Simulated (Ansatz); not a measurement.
# A convergence test on MoS2 (P6_3/mmc): k mesh of the density

Wanted: the cheapest k mesh of the density that holds the PBE gap of MoS2 (P6_3/mmc).

Main program and level: Ansatz 0.2.0; DFT, PBE, plane waves, PAW.

The database entry behind the starting cell differs from later determinations by our own check (about 0.3 % long), so it need not match the best structure at ambient conditions.

### 1. Starting point

The structure is hexagonal, space group P6_3/mmc (No. 194). The conventional cell has a = 3.169 Å, b = 3.169 Å, c = 12.324 Å, α = 90.00°, β = 90.00°, γ = 120.00°. Mo has 6 S at 2.41 Å nearest. Nearest to S lie 3 Mo at 2.41 Å. Farther neighbours and most contacts between anions are not listed.

The cell and positions come from the Crystallography Open Database and are kept as given unless a step says otherwise. The default PAW set here is soft_2. Its files were made with PBE.

### 2. k mesh of the density: 3×3×1

The input, input.yaml:

```yaml
crystal:
  lattice:
    - [3.169, 0.0, 0.0]
    - [-1.5845, 2.7444345046, 0.0]
    - [0.0, 0.0, 12.324]
  atoms:
    - { symbol: Mo, position: [0.3333333333, 0.6666666667, 0.25] }
    - { symbol: Mo, position: [0.6666666667, 0.3333333333, 0.75] }
    - { symbol: S, position: [0.3333333333, 0.6666666667, 0.623] }
    - { symbol: S, position: [0.6666666667, 0.3333333333, 0.123] }
    - { symbol: S, position: [0.3333333333, 0.6666666667, 0.877] }
    - { symbol: S, position: [0.6666666667, 0.3333333333, 0.377] }
kpoints:
  mp_grid: { grid: [3, 3, 1] }
  band_path:
    path:
      - [0.0, 0.0, 0.0]
      - [0.5, 0.0, 0.0]
      - [0.33333333, 0.33333333, 0.0]
      - [0.0, 0.0, 0.5]
      - [0.5, 0.0, 0.5]
      - [0.33333333, 0.33333333, 0.5]
      - [0.1666666667, 0.1666666667, 0.0]
    npoints: 1
hamiltonian:
  xc: pbe
scf:
  occupations: { method: fixed }
  n_extra_bands: 6
output:
  eigenvalues: true
  forces: true
  stress: true
```

Started as:

```bash
> ansatz run input.yaml --threads 3 --pin off --max-ram 64512MiB --backend cuda --events-out ev --progress --plain --runs-dir out --devices 1 --max-vram 24GiB  # rebuilt from the run's record
```

Numbers of over 12 decimals in the logs are rounded to 6 here.

The log of the run:

```text
scf.n_extra_bands = 6 over 26 filled bands (N_el = 52.0): the run solves 32 bands
GPUs: using 1 of 1 available (devices: 1).
Engine: ansatz 0.2.0, x86_64-unknown-linux-gnu
Pseudopotentials: kind: paw
Pseudopotential: Mo, paw, valence charge 14, recommended cutoff 420 eV (normal), Mo.paw.azcp
Pseudopotential: S, paw, valence charge 6, recommended cutoff 420 eV (normal), S.paw.azcp
Functional definition: PBE
  parameter kappa = 0.804
  parameter beta = 0.066725
  exchange = pbe_x(kappa = kappa, mu = beta*pi^2/3)
  correlation = pbe_c(beta = beta)
device memory: the entry about to start is reckoned to put 2.3 GiB on a device that reports 41.6 GiB free (of which the cap on the GPU budget leaves the run 24.0 GiB)
GPU FFT provider: cuFFT
GPU libraries: cuBLAS 13.8.2, cuFFT 12.4.0, cuSOLVER 12.3.4
Crystal: 6 atoms, lattice volume = 107.183 Å³
Basis set: ecut = 420 eV, 2081 PW (Γ), exchange–correlation on 48×48×180 points (8 copies of the dense FFT grid, shifted against one another)
Bands: 32, of which v1, the nominal top of the filled ones, is band 26 counted from 1 (25 counted from 0)
Symmetry: 24 space group operations
Space group: P63/mmc (ITA 194), of the structure as read, at distance tolerance 4.8e-5 Å
k-points: 3 of 9
Non-local potential: Mo, projectors of the file, l = 0: 3, l = 1: 2, l = 2: 2, l = 3: 1
Non-local potential: S, projectors of the file, l = 0: 2, l = 1: 2, l = 2: 2
PAW form: soft (Blöchl's): semilocal exchange-correlation on the pseudo side does not see the compensation charge
PAW one-centre angular grid: Mo, 590 points (default); XC on 64 Gauss nodes
PAW one-centre angular grid: S, 110 points (default); XC on 64 Gauss nodes
Initial density: superposition of atomic densities (neutral atoms: chi_scale 0, normalization atom), corrected by the library's trained network
Initial wavefunctions: pseudopotential atomic-orbital guess
GPU buffer pool allocated for 51840 grid points (all kernels)
GPU transforms: local potential and band sums: pruned to the plane-wave sphere, on 24×24×81
Functional: x = pbe(κ = 0.804, μ = 0.219515), c = pbe(β = 0.066725)
SCF iter   1: F=—  HF=-13525.522212 eV  |F-HF|=—  |Δ(HF+E_count)|=         —  Δρ=7.99e-3  dr2=7.84e-2  ethr=1.77e-3  ⟨swp⟩=5.0  Hψ=353  notcnv=0  defer=7
preconditioner: auto → Resta (q_TF=auto, 2.418 Å⁻¹)  ε∞=8.6  [insulator: Δε(μ)=1.052 eV  Ē_g=7.792 eV  n_scr=26 (ndim 8)  ℏωp=21.5 eV  f_vac=0.016  ε∞_Penn≈8.6]
SCF iter   2: F=—  HF=-13525.521331 eV  |F-HF|=—  |Δ(HF+E_count)|=   8.80e-4  Δρ=4.01e-3  dr2=1.09e-2  ethr=1.51e-4  ⟨swp⟩=2.3  Hψ=140  notcnv=0  defer=12
SCF iter   3: F=—  HF=-13525.522775 eV  |F-HF|=—  |Δ(HF+E_count)|=   1.44e-3  Δρ=2.25e-3  dr2=2.00e-3  ethr=2.09e-5  ⟨swp⟩=2.0  Hψ=132  notcnv=0  defer=12
SCF iter   4: F=—  HF=-13525.524397 eV  |F-HF|=—  |Δ(HF+E_count)|=   1.62e-3  Δρ=6.83e-4  dr2=1.80e-4  ethr=3.84e-6  ⟨swp⟩=2.3  Hψ=146  notcnv=0  defer=12
SCF iter   5: F=—  HF=-13525.524543 eV  |F-HF|=—  |Δ(HF+E_count)|=   1.46e-4  Δρ=1.00e-4  dr2=5.91e-6  ethr=3.46e-7  ⟨swp⟩=2.0  Hψ=134  notcnv=0  defer=5
SCF iter   6: F=—  HF=-13525.524772 eV  |F-HF|=—  |Δ(HF+E_count)|=   2.29e-4  Δρ=1.20e-5  dr2=2.09e-7  ethr=1.14e-8  ⟨swp⟩=2.3  Hψ=153  notcnv=0  defer=3
SCF iter   7: F=-13525.524772 eV  HF=-13525.524772 eV  |F-HF|=2.06e-8  |Δ(HF+E_count)|=   3.11e-7  Δρ=2.77e-6  dr2=1.24e-8  ethr=1.92e-10  ⟨swp⟩=9.0  Hψ=433  notcnv=0
SCF 1 converged in 7 iterations: F = -13525.524772 eV  dr2 = 1.24e-8
[...]
device memory: the entry about to start is reckoned to put 1.6 GiB on a device that reports 45.5 GiB free (of which the cap on the GPU budget leaves the run 24.0 GiB)
NSCF: frozen V_eff on 7 k-points
SCF converged after 7 iterations
Free energy (F): -13525.524772 eV
Harris-Foulkes:  -13525.524772 eV  (|F-HF|=2.06e-8)
Internal energy: -13525.524772 eV  (E = F + TS)
E sigma→0 (E₀):  -13525.524772 eV
Fermi energy:    10.909240 eV
--- Per-component energies (eV) ---
  E_band       = -310.293806
  E_kinetic    = 1312.402999
  E_local      = -3926.013133  (includes V_loc(G=0)·N_el)
  E_nonlocal   = 398.858219
  E_hartree    = 1510.755129
  E_xc         = -757.066369
  E_vxc        = -810.120006  (∫ρ·V_xc dr)
  E_paw        = -8803.245254  (= ΣΔE_a)
  E_vpaw       = -306.936450  (= ΣTr[D̂ρ^β])
  E_aug_tail   = 0.000083  (compensation charges beyond the density's cutoff)
  E_ewald      = -3261.216446
  E_smearing   = -0.000000  (= −TS)
  E_closure    = 0.000000  (closes the sum)
  Σ components = -13525.524772   (vs F -13525.524772, Δ=0.00e0)
--- Forces (eV/Å), atoms counted from 1 ---
  atom   1  Mo     0.00000000    -0.00000000     0.00000000
  atom   2  Mo    -0.00000000     0.00000000     0.00000000
  atom   3  S     -0.00000000     0.00000000     0.28874929
  atom   4  S     -0.00000000    -0.00000000     0.28874929
  atom   5  S      0.00000000     0.00000000    -0.28874929
  atom   6  S      0.00000000    -0.00000000    -0.28874929
  max |Σ_I F_I| component: 1.11e-16 eV/Å
--- Stress (GPa, compression-positive) ---
        2.115745       0.000000       0.000000
        0.000000       2.115745       0.000000
        0.000000       0.000000       1.863903
  P = ⅓ Tr σ = 2.0318 GPa (20.318 kbar)
--- Band table (eV) ---
  k-point 0: bands = [... 22 lower, 8.7923, 9.7003, 9.7714, 10.9092, 13.0101, 13.0101, 13.0368, 13.0368, ... 2 higher]
  k-point 1: bands = [... 22 lower, 8.8443, 8.9663, 9.1474, 9.4025, 12.3312, 12.4631, 12.6170, 13.0415, ... 2 higher]
  k-point 2: bands = [... 22 lower, 8.1978, 8.1978, 10.2142, 10.3757, 12.0019, 12.0019, 12.7529, 13.7875, ... 2 higher]
```

The job ended after 4.4 s (1 × NVIDIA H100 80GB HBM3 (shared by 3 runs) with 3 threads of AMD EPYC 7R13 (Zen 3), shared host; peak memory 0.97 GiB; 5.4 s of CPU time).

The column dr2 measures how far the density is from self-consistency, as an energy; F and HF (Harris–Foulkes) agree once it is small.

This step gave:

```yaml
pressure: 2.032 GPa
gap: 0.9129 eV
valence_top_at: Γ
conduction_bottom_at: k = (0.167, 0.167, 0.000)
least_direct_gap: 1.626 eV
```

The gap is indirect, with the least direct gap 0.71 eV higher.

### 3. k mesh of the density: 6×6×2

input.yaml, as its differences from that of step 2:

```diff
@@ -13,3 +13,3 @@
 kpoints:
-  mp_grid: { grid: [3, 3, 1] }
+  mp_grid: { grid: [6, 6, 2] }
   band_path:
```

The log of the run:

```text
[...]
GPUs: using 1 of 1 available (devices: 1).
[...]
GPU FFT provider: cuFFT
GPU libraries: cuBLAS 13.8.2, cuFFT 12.4.0, cuSOLVER 12.3.4
Crystal: 6 atoms, lattice volume = 107.183 Å³
Basis set: ecut = 420 eV, 2081 PW (Γ), exchange–correlation on 48×48×180 points (8 copies of the dense FFT grid, shifted against one another)
[...]
k-point 0: bands = [... 22 lower, 8.7669, 9.7117, 9.7496, 10.8968, 12.9944, 12.9944, 13.0224, 13.0224, ... 2 higher]
  k-point 1: bands = [... 22 lower, 8.7435, 8.7435, 10.6302, 10.6302, 12.9998, 12.9998, 12.9998, 12.9998, ... 2 higher]
  k-point 2: bands = [... 22 lower, 8.8399, 9.7099, 9.7325, 10.1259, 12.3854, 12.7493, 12.7590, 12.9531, ... 2 higher]
  k-point 13: bands = [... 22 lower, 8.0257, 8.0257, 10.2017, 10.2017, 11.9456, 11.9456, 13.1987, 13.1987, ... 2 higher]
[key lines of the parts left out:]
SCF converged after 6 iterations
Free energy (F): -13525.540602 eV
Fermi energy:    10.896776 eV
P = ⅓ Tr σ = 1.9859 GPa (19.859 kbar)
```

Elapsed: 7.4 s, on 1 × NVIDIA H100 80GB HBM3 (shared by 3 runs) with 3 threads; peak memory 0.95 GiB; 6.9 s of CPU time.

Numbers from this step:

- pressure: 1.986 GPa
- gap: 0.8857 eV
- valence top at: Γ
- conduction bottom at: k = (0.167, 0.167, 0.000)
- least direct gap: 1.652 eV

The gap is 0.886 eV, −0.027 eV from the run before at this level.

### 4. k mesh of the density: 12×12×2 (the default)

input.yaml, the sections that differ from step 3:

```yaml
kpoints:
  mp_grid: { grid: [12, 12, 2] }
  band_path:
    path:
      - [[0.0, 0.0, 0.0], [0.5, 0.0, 0.0], [0.33333333, 0.33333333, 0.0], [0.0, 0.0, 0.0], [0.0, 0.0, 0.5], [0.5, 0.0, 0.5], [0.33333333, 0.33333333, 0.5], [0.0, 0.0, 0.5]]
      - [[0.5, 0.0, 0.5], [0.5, 0.0, 0.0]]
      - [[0.33333333, 0.33333333, 0.5], [0.33333333, 0.33333333, 0.0]]
    npoints: 10
scf:
  occupations: { method: fermi_dirac, width: 0.02 }
  n_extra_bands: 6
output:
  eigenvalues: true
  forces: true
  stress: true
  write_density: true
  write_potential: true
  elf: true
  volumetric_format: npy
# crystal, hamiltonian: as in step 3
```

The log of the run:

```text
[...]
GPUs: using 1 of 1 available (devices: 1).
[...]
GPU FFT provider: cuFFT
GPU libraries: cuBLAS 13.8.2, cuFFT 12.4.0, cuSOLVER 12.3.4
Crystal: 6 atoms, lattice volume = 107.183 Å³
Basis set: ecut = 420 eV, 2081 PW (Γ), exchange–correlation on 48×48×180 points (8 copies of the dense FFT grid, shifted against one another)
[...]
k-point 0: bands = [... 22 lower, 8.7672, 9.7122, 9.7501, 10.8974, 12.9945, 12.9945, 13.0225, 13.0225, ... 2 higher]
  k-point 1: bands = [... 22 lower, 8.7439, 8.7439, 10.6308, 10.6308, 12.9999, 12.9999, 12.9999, 12.9999, ... 2 higher]
  k-point 2: bands = [... 22 lower, 8.8483, 9.7596, 9.8535, 10.6930, 12.8779, 12.9186, 12.9824, 13.0320, ... 2 higher]
  k-point 37: bands = [... 22 lower, 8.0259, 8.0259, 10.2004, 10.2004, 11.9460, 11.9460, 13.1987, 13.1987, ... 2 higher]
[key lines of the parts left out:]
SCF converged after 6 iterations
Free energy (F): -13525.541072 eV
Fermi energy:    11.321628 eV
P = ⅓ Tr σ = 1.9896 GPa (19.896 kbar)
```

The job ended after 11 s (1 × NVIDIA H100 80GB HBM3 (shared by 3 runs) with 3 threads; peak memory 1 GiB; 8.4 s of CPU time).

Numbers from this step:

```
pressure             : 1.990 GPa
gap                  : 0.8845 eV
valence top at       : Γ
conduction bottom at : k = (0.167, 0.167, 0.000)
least direct gap     : 1.654 eV
```

The gap is 0.884 eV, −0.001 eV from the run before at this level.

### 5. k mesh of the density: 12×12×4

input.yaml, the sections that differ from step 4:

```yaml
kpoints:
  mp_grid: { grid: [12, 12, 4] }
  band_path:
    path:
      - [0.0, 0.0, 0.0]
      - [0.5, 0.0, 0.0]
      - [0.33333333, 0.33333333, 0.0]
      - [0.0, 0.0, 0.5]
      - [0.5, 0.0, 0.5]
      - [0.33333333, 0.33333333, 0.5]
      - [0.1666666667, 0.1666666667, 0.0]
    npoints: 1
scf:
  occupations: { method: fixed }
  n_extra_bands: 6
output:
  eigenvalues: true
  forces: true
  stress: true
# crystal, hamiltonian: as in step 4
```

The log of the run:

```text
[...]
GPUs: using 1 of 1 available (devices: 1).
[...]
GPU FFT provider: cuFFT
GPU libraries: cuBLAS 13.8.2, cuFFT 12.4.0, cuSOLVER 12.3.4
Crystal: 6 atoms, lattice volume = 107.183 Å³
Basis set: ecut = 420 eV, 2081 PW (Γ), exchange–correlation on 48×48×180 points (8 copies of the dense FFT grid, shifted against one another)
[...]
k-point 0: bands = [... 22 lower, 8.7671, 9.7121, 9.7501, 10.8973, 12.9945, 12.9945, 13.0225, 13.0225, ... 2 higher]
  k-point 1: bands = [... 22 lower, 8.7603, 9.0607, 10.2659, 10.8335, 12.9951, 12.9951, 13.0123, 13.0123, ... 2 higher]
  k-point 2: bands = [... 22 lower, 8.7438, 8.7438, 10.6308, 10.6308, 12.9999, 12.9999, 12.9999, 12.9999, ... 2 higher]
  k-point 56: bands = [... 22 lower, 8.0259, 8.0259, 10.2004, 10.2004, 11.9460, 11.9460, 13.1987, 13.1987, ... 2 higher]
[key lines of the parts left out:]
SCF converged after 6 iterations
Free energy (F): -13525.541218 eV
Fermi energy:    10.897340 eV
P = ⅓ Tr σ = 1.9884 GPa (19.884 kbar)
```

The job ended after 11 s (1 × NVIDIA H100 80GB HBM3 (shared by 3 runs) with 3 threads; peak memory 0.97 GiB; 10 s of CPU time).

This step gave:

| Property | Result |
| --- | --- |
| pressure | 1.988 GPa |
| gap | 0.8845 eV |
| valence top at | Γ |
| conduction bottom at | k = (0.167, 0.167, 0.000) |
| least direct gap | 1.654 eV |

The gap is 0.884 eV, as in the run before at this level.

### 6. The series

Differences are against the last row; a negative gap means that bands overlap, and a run with a band path holds that path's time. Times are wall times on 1 × NVIDIA H100 80GB HBM3 (shared by 3 runs) with 3 threads of AMD EPYC 7R13 (Zen 3), shared host, good to a factor of about two.

```csv
k mesh of the density,gap (eV),direct gap (eV),gap error (eV),energy error (meV/atom),irreducible k,time
3×3×1,0.913,1.626,+0.028,+2.7,3,4.4 s
6×6×2,0.886,1.652,+0.001,+0.1,14,7.4 s
12×12×2,0.884,1.654,+0.000,+0.0,38,11 s
12×12×4,0.884,1.654,+0.000,+0.0,57,11 s
```

### 7. Outcome

```yaml
3x3x1: 0.913 eV
6x6x2: 0.886 eV
12x12x2: 0.884 eV
12x12x4: 0.884 eV
```

**Reading.** The gap holds to 0.02 eV from 6×6×2 on. At 3×3×1 the gap is off by +0.028 eV and the energy by +3 meV/atom. The gap is read over the mesh and added points near the edges, so meshes differ mainly through the density and, for a hybrid, the exchange operator.

[Paths, hosts, dates, memory and timing lines, banners, echoed tables and standing remarks are left out of the program output.]

[Logs are printed without paths, hosts, clocks, repeated set-up lines and the standing remarks that a program may print on its own settings, such as how far it seeks lower states.]

[Runs of the session that timed out or met a known fault of the program may be left out.]

[Cells called generated may have been cut or substituted from an entry of the Crystallography Open Database or the Materials Project.]

[Hosts, paths, dates, database ids (printed as entryN), source tags and the programs' standing remarks are cut or masked in the printed files.]
